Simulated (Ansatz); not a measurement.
# What InF (model cell, started as NiAs type) distorts into

Which phase does InF (model cell, started as NiAs type) fall into along its unstable mode, and how much energy does it gain?

Method: DFT LDA, scalar-relativistic, plane waves, PAW, in Ansatz 0.2.0.

This is a report of a sequence of runs, with the program logs left out and the cost of each run kept.

The structure was built from a prototype and need not be the compound's stable phase.

## 1. Set-up

It takes space group P6_3/mmc (No. 194, hexagonal). The conventional cell has a = 3.178 Å, b = 3.178 Å, c = 7.535 Å, α = 90.00°, β = 90.00°, γ = 120.00°. Nearest to In lie 6 F at 2.63 Å. F has 6 In at 2.63 Å nearest. Farther neighbours, and contacts between anions beyond the nearest, are not listed.

## 2. Response at finite wavevector

Stability and thermal properties need the whole zone. Linear response on a 3×3×2 q mesh gives force constants as far as a supercell of that size would.

Contents of input.yaml:

```yaml
crystal:
  lattice:
    - [3.1776817916, 0.0, 0.0]
    - [-1.5888408958, 2.7519531566, 0.0]
    - [0.0, 0.0, 7.5354644677]
  atoms:
    - { symbol: In, position: [0.0, 0.0, 0.0] }
    - { symbol: In, position: [0.0, 0.0, 0.5] }
    - { symbol: F, position: [0.3333333333, 0.6666666667, 0.25] }
    - { symbol: F, position: [0.6666666667, 0.3333333333, 0.75] }
kpoints:
  mp_grid: { grid: [15, 15, 6] }
hamiltonian:
  xc: lda
scf:
  occupations: { method: methfessel_paxton, width: 0.2 }
output:
  eigenvalues: true
phonons:
  method: dfpt
  qmesh: [3, 3, 2]
  temperatures: { t_max: 1000, t_step: 50 }
  qpath:
    path:
      - [[0.0, 0.0, 0.0], [0.5, 0.0, 0.0], [0.33333333, 0.33333333, 0.0], [0.0, 0.0, 0.0], [0.0, 0.0, 0.5], [0.5, 0.0, 0.5], [0.33333333, 0.33333333, 0.5], [0.0, 0.0, 0.5]]
      - [[0.5, 0.0, 0.5], [0.5, 0.0, 0.0]]
      - [[0.33333333, 0.33333333, 0.5], [0.33333333, 0.33333333, 0.0]]
    npoints: 10
```

Launch:

```
ansatz run input.yaml --threads 4 --pin off --max-ram 7168MiB --backend cpu --events-out ev --progress --plain --runs-dir out
```

Run time: 8 min. Hardware: 4 threads of Arm Neoverse V2, shared host; peak memory 3 GiB.

Numbers from this step:

| Item | Value |
| --- | --- |
| volume per atom | 16.47 Å³ |
| gap on the k-mesh | 0 eV |
| sum-rule residual before enforcement | 3.26e-5 eV/Å² |
| lowest frequency on the path | -108.3 cm⁻¹ |
| point group | 6/mmm |
| highest frequency on path, mesh or solved points | 225.2 cm⁻¹ |
| highest optical mode at the zone centre (no LO-TO term) | 208.7 cm⁻¹ |
| lowest optical zone-centre mode | -96.85 cm⁻¹ |
| lowest mode on the q mesh (acoustic modes at Γ apart) | -108.3 cm⁻¹ |

Frequencies (cm⁻¹) solved at each irreducible wavevector; negative means imaginary. Frequencies by wavevector, by row:

```
q in reciprocal lattice units  star  mode 1  mode 2  mode 3  mode 4  mode 10  mode 11  mode 12
                        0 0 0     1   -96.8   -71.4   -71.4   -33.6     39.2    156.2    208.7
                     0 0 -0.5     1   -52.9   -52.9   -52.9   -52.9    106.8    205.3    205.3
                   0 0.3333 0     6   -70.9     -57   -39.5    19.2    130.2    152.7    185.2
                0 0.3333 -0.5     6   -56.6   -56.6    36.8    36.8    137.1    165.2    165.2
              0.3333 0.3333 0     2  -108.3   -74.8    73.1    73.1    141.1    141.1    163.2
           0.3333 0.3333 -0.5     2   -79.3   -79.3    36.8    36.8    126.6    174.6    174.6
```

Interpolated from a 3×3×2 q mesh. Phonon branches along the path, in cm⁻¹:

```
    point  branch 1  branch 2  branch 3  branch 4  branch 9  branch 10  branch 11  branch 12
        Γ       -97       -71       -71       -34        39         39        156        209
  halfway       -64       -57        23        26        99        134        153        156
        M       -93       -71       -64       -62       139        150        172        206
  halfway       -93       -76       -37        66       137        143        161        191
        K      -108       -75        73        73       138        141        141        163
  halfway       -65       -40        38        49       105        129        143        168
        Γ       -97       -71       -71       -34        39         39        156        209
  halfway       -67       -67       -37       -37        61        102        137        224
        A       -53       -53       -53       -53       107        107        205        205
  halfway       -21       -21        26        26       119        119        171        171
        L       -69       -69        41        41       150        150        164        164
  halfway       -78       -78        38        38       146        146        164        164
        H       -79       -79        37        37       127        127        175        175
  halfway       -63       -63        47        47       130        130        165        165
        A       -53       -53       -53       -53       107        107        205        205
jump to L       -69       -69        41        41       150        150        164        164
  halfway       -81       -68       -52       -34       138        142        162        193
        M       -93       -71       -64       -62       139        150        172        206
jump to H       -79       -79        37        37       127        127        175        175
  halfway       -98       -74        59        59       116        152        165        165
        K      -108       -75        73        73       138        141        141        163
```

Symmetry leaves 6 wavevectors to solve. The lowest mode among them, the acoustic zeros apart, lies at q = (0.333, 0.333, 0) and is imaginary, 108.3i cm⁻¹, so the energy falls along it.

## 3. The mode frozen in, largest atomic shift 0 Å

The mode followed lies at Γ with frequency 96.8i cm⁻¹, one of the unstable modes though not the softest. At small amplitude the pattern taken leaves space group no. 186 by a symmetry search on the positions. The undistorted cell that holds it gives the zero of energy on the same k mesh.

input.yaml, the sections that differ from step 2:

```yaml
output:
  forces: true
  stress: true
  eigenvalues: true
# crystal, kpoints, hamiltonian, scf: as in step 2
# phonons: removed
```

The job ended after 2.2 s (4 threads; peak memory 0.42 GiB).

Read from the output:

```yaml
pressure: 0.004379 GPa
energy_from_the_undistorted_cell: 0 meV/atom
```

The run ends at a pressure of 0.00 GPa.

## 4. The mode frozen in, largest atomic shift 0.22 Å

The atoms are moved along the unstable eigenvector, the largest shift by 0.22 Å, with the cell fixed.

input.yaml, the sections that differ from step 3:

```yaml
crystal:
  lattice:
    - [3.1776817916, 0.0, 0.0]
    - [-1.5888408958, 2.7519531566, 0.0]
    - [0.0, 0.0, 7.5354644677]
  atoms:
    - { symbol: In, position: [0.0, 0.0, -0.004830808] }
    - { symbol: In, position: [0.0, 0.0, 0.495169192] }
    - { symbol: F, position: [0.3333333333, 0.6666666667, 0.2791952807] }
    - { symbol: F, position: [0.6666666667, 0.3333333333, 0.7791952807] }
# kpoints, hamiltonian, scf, output: as in step 3
```

It took 3.5 s on 4 threads; peak memory 0.4 GiB; 13 s of CPU time.

This step gave:

```
pressure                         : 1.987 GPa
energy from the undistorted cell : -4.302 meV/atom
```

The energy, extrapolated to zero smearing, is -4.30 meV/atom against the undistorted cell.

The run ends at a pressure of 1.99 GPa, with forces up to 0.0069 eV/Å.

## 5. Energy along the mode, all amplitudes (two of the runs are shown above)

An imaginary frequency means negative curvature, so the energy should fall and then rise again as anharmonic terms take over.

This step gave:

| Item | Value |
| --- | --- |
| depth at the lowest point sampled | 4.302 meV/atom |
| largest atomic shift at that point | 0.22 Å |

Table of energy from the parent by largest atomic shift:

```
largest atomic shift (Å)  energy from the parent (meV/atom)
                   0.000                                  0
                   0.040                               -0.3
                   0.080                              -1.13
                   0.140                              -2.92
                   0.220                              -4.30
                   0.320                               1.60
                   0.450                               38.0
```

Displacement at unit largest shift by atom:

```
atom  x (Å)  y (Å)  z (Å)  size
 In1   0.00   0.00  -0.17  0.17
 In2   0.00   0.00  -0.17  0.17
  F3   0.00   0.00   1.00  1.00
  F4   0.00   0.00   1.00  1.00
```

The lowest step is at 0.22 Å, 4.30 meV/atom below the parent, and the energy rises beyond it.

## 6. Relaxing from the distorted cell

Starting from the lowest point found, all atoms and the cell are let go, so that strain and other modes of the same symmetry can join in.

input.yaml: that of step 4 with these lines changed.

```diff
@@ -20 +20,6 @@
   eigenvalues: true
+relax:
+  adjacent_minimum: "off"
+  f_tol: 0.002
+  max_steps: 120
+  cell: { stress_tol: 0.03 }
```

Wall time 60 s (4 threads); peak memory 0.48 GiB.

Step by step:

```
step  energy less that of the first step (eV)  largest force component (eV/Å)  pressure (GPa)  volume (Å³)
   1                                   0.0000                          0.0069            1.99        65.90
   2                                   0.0025                          0.1621           -1.55        69.59
   3                                  -0.0089                          0.0967           -0.42        68.65
   4                                  -0.0125                          0.0760           -0.22        68.95
   5                                   0.0036                          0.1996            1.09        71.75
   6                                  -0.0139                          0.0079           -0.05        70.67
   7                                  -0.0139                          0.0001            0.01        70.67
   8                                  -0.0139                          0.0001            0.00        70.67
  9*                                  -0.0369                          0.0015            0.52        70.67
  10                                  -0.0353                          0.0018            0.19        72.20
  11                                  -0.0323                          0.0041            0.03        73.17
  12                                  -0.0324                          0.0002            0.00        73.14
 13*                                  -0.0416                          0.0006            0.09        73.14
  14                                  -0.0405                          0.0006            0.02        73.55
  15                                  -0.0401                          0.0000            0.00        73.68
 16*                                  -0.0417                          0.0001            0.01        73.68
```

Relaxation steps marked * repeat the geometry before them on a plane-wave basis chosen anew for their cell, so energy and pressure can jump there. Relaxation step 5 was tried and not accepted.

The run keeps the 12 symmetry operations that the program found, so distortions that break them were not tested.

```
conventional cell, symmetrised  before  after   change
                         a (Å)   3.178  3.296   +3.7 %
                         b (Å)   3.178  3.296   +3.7 %
                         c (Å)   7.535  7.831   +3.9 %
              volume (Å³/atom)   16.47  18.42  +11.8 %
```

The atoms that moved most (Å, as changes of fractional coordinates times the final cell):

```
atom     dx     dy      dz  length
  F4  0.000  0.000   0.121   0.121
 In1  0.000  0.000  -0.121   0.121
 In2  0.000  0.000  -0.121   0.121
  F3  0.000  0.000   0.121   0.121
```

This step gave:

```yaml
pressure: 0.007921 GPa
volume_per_atom: 18.42 Å³
```

The distorted start has space group P6_3mc; the relaxation ends in P6_3mc.

## 7. The new phase in its own primitive cell

The relaxed structure is symmetrised, reduced to its primitive cell and relaxed tightly, as its phonons need.

input.yaml, the sections that differ from step 6:

```yaml
crystal:
  lattice:
    - [3.2962137186, 0.0, 0.0]
    - [-1.6481068593, 2.8546048166, 0.0]
    - [0.0, 0.0, 7.8308528078]
  atoms:
    - { symbol: In, position: [0.0, 0.0, 0.9797344102] }
    - { symbol: In, position: [0.0, 0.0, 0.4797344102] }
    - { symbol: F, position: [0.3333333333, 0.6666666667, 0.2946300625] }
    - { symbol: F, position: [0.6666666667, 0.3333333333, 0.7946300625] }
relax:
  adjacent_minimum: "off"
  f_tol: 0.001
  max_steps: 60
  cell: { stress_tol: 0.01 }
# kpoints, hamiltonian, scf, output: as in step 6
```

Run time: 12 s. Hardware: 4 threads; peak memory 0.46 GiB.

Little changed from the start: no atom moved by 0.005 Å and no cell edge by 0.1 %.

This step gave:

```yaml
pressure: 0.003053 GPa
volume_per_atom: 18.43 Å³
```

The largest force component left is 0.39 meV/Å and the pressure is 0.003 GPa, within the tolerances set. The cell now holds 18.43 Å³/atom.

## 8. Modes of the new phase

A relaxed structure may still be a saddle point, so its zone-centre modes are computed. No field response is asked, since the mesh shows no gap.

input.yaml, the sections that differ from step 7:

```yaml
crystal:
  lattice:
    - [3.2970208107, 0.0, 0.0]
    - [-1.6485104054, 2.8553037789, 0.0]
    - [0.0, 0.0, 7.8297484161]
  atoms:
    - { symbol: In, position: [0.0, 0.0, 0.9797163473] }
    - { symbol: In, position: [0.0, 0.0, 0.4797163473] }
    - { symbol: F, position: [0.3333333333, 0.6666666667, 0.2946481254] }
    - { symbol: F, position: [0.6666666667, 0.3333333333, 0.7946481254] }
output:
  eigenvalues: true
phonons:
  method: dfpt
# kpoints, hamiltonian, scf: as in step 7
# relax: removed
```

Elapsed: 82 s, on 4 threads; peak memory 2.4 GiB.

Numbers from this step:

- sum-rule residual before enforcement: 2.39e-5 eV/Å²
- point group: 6mm
- highest optical mode at the zone centre (no LO-TO term): 312.8 cm⁻¹
- lowest optical zone-centre mode: -13.67 cm⁻¹

Patterns of degenerate modes are one choice out of their space. Modes at Γ, with each element's share of the kinetic energy (negative means imaginary):

```
mode  frequency (cm⁻¹)  symmetry  In %  F %
   1             -13.7        E2    90   10
   2             -13.7        E2    90   10
   3               0.0  acoustic    86   14
   4               0.0  acoustic    86   14
   5               0.0  acoustic    86   14
   6              89.7        B1    87   13
   7              98.5        E1    14   86
   8              98.5        E1    14   86
   9             114.4        E2    10   90
  10             114.4        E2    10   90
  11             213.4        A1    14   86
  12             312.8        B1    13   87
```

Displacements in mode 1 (-13.7 cm⁻¹), the largest set to 1:
```
In1  0.00  1.00  0.00
In2  0.00 -1.00  0.00
F3   0.00 -0.80  0.00
F4   0.00  0.80  0.00
```

Displacements in mode 12 (312.8 cm⁻¹), the largest set to 1:
```
In1  0.00  0.00 -0.16
In2  0.00  0.00  0.16
F3   0.00  0.00 -1.00
F4   0.00  0.00  1.00
```

Before it was imposed, the acoustic sum rule was missed by 2.4e-5 eV/Å². Small misses are needed for a sound result but don't prove that mesh and cutoff are converged. The lowest optical mode is imaginary, 13.7i cm⁻¹, so the energy falls along it.

## 9. The phases reached

The phases reached along the modes that were followed are set side by side.

Energies are those of the first relaxation, on the mesh of the frozen mode; space group, volume and gap are those of the last relaxation. Phases, by row:

```
                  mode frozen in  space group  energy from parent (meV/atom)  volume (Å³/atom)  gap on mesh (eV)  lowest zone-centre optical mode (cm⁻¹)  largest shift (Å)
                          parent     P6_3/mmc                              0             16.47                 0                                       –                  –
q = (0.333, 0.333, 0), 108i cm⁻¹     P6_3/mmc                         -69.22             19.06                 0                                       –              0.945
         q = (0, 0, 0), 97i cm⁻¹       P6_3mc                         -14.77             18.43                 0                                   -13.7              0.254
```

## 10. Outcome

| Quantity | Value |
| --- | --- |
| unstable mode of the parent | q = (0, 0, 0), 97i cm⁻¹ |
| depth at the lowest point sampled | 4.30 meV/atom |
| largest atomic shift at that point | 0.22 Å |
| space group reached | P6_3mc |
| energy gained over the parent (first relaxation, on the mesh of the frozen mode) | 14.8 meV/atom |
| volume per atom, phase reached | 18.4 Å³ |
| lowest optical zone-centre mode, phase reached | -13.7 cm⁻¹ |
| highest optical mode at the zone centre (no LO-TO term), phase reached | 313 cm⁻¹ |

What this shows: Along this mode the structure falls into P6_3mc, 14.8 meV/atom below the parent. At the parent's cell the well is 4.302 meV/atom deep on the steps tried, with its lowest point at a shift of 0.22 Å. Relaxing atoms and cell changes the gain by +10.46 meV/atom against the lowest step (energies at zero smearing). Most of the total comes from this relaxation. The new phase still has an imaginary mode at the zone centre of its cell, so it is a saddle point on the way to a lower structure. Of the 2 patterns followed from this parent, this one ends 54.5 meV/atom above the lowest, P6_3/mmc. Each path keeps the symmetry of its pattern, so a lower phase may lie along a pattern not tried. With no gap, or one that is small against the smearing, the frequencies hang on the k mesh and the smearing, most of all near Kohn anomalies. The volume moved by more than a tenth on the k mesh of the start, so the energy gain is rough. A semilocal functional can close a gap that the real compound would have, so the metallic treatment may be an artefact of the level. The starting cell was built on a prototype and not taken from a measurement, so the phase need not exist.

[Long decimals in the printed logs are rounded to 6 places.]

[Logs are printed without paths, hosts, clocks, repeated set-up lines and the standing remarks that a program may print on its own settings, such as how far it seeks lower states.]

[Hosts, paths, dates, database ids (printed as entryN), source tags and the programs' standing remarks are cut or masked in the printed files.]

[Where the starting crystal was built by hand or by swapping elements, it need not be the compound's stable phase.]
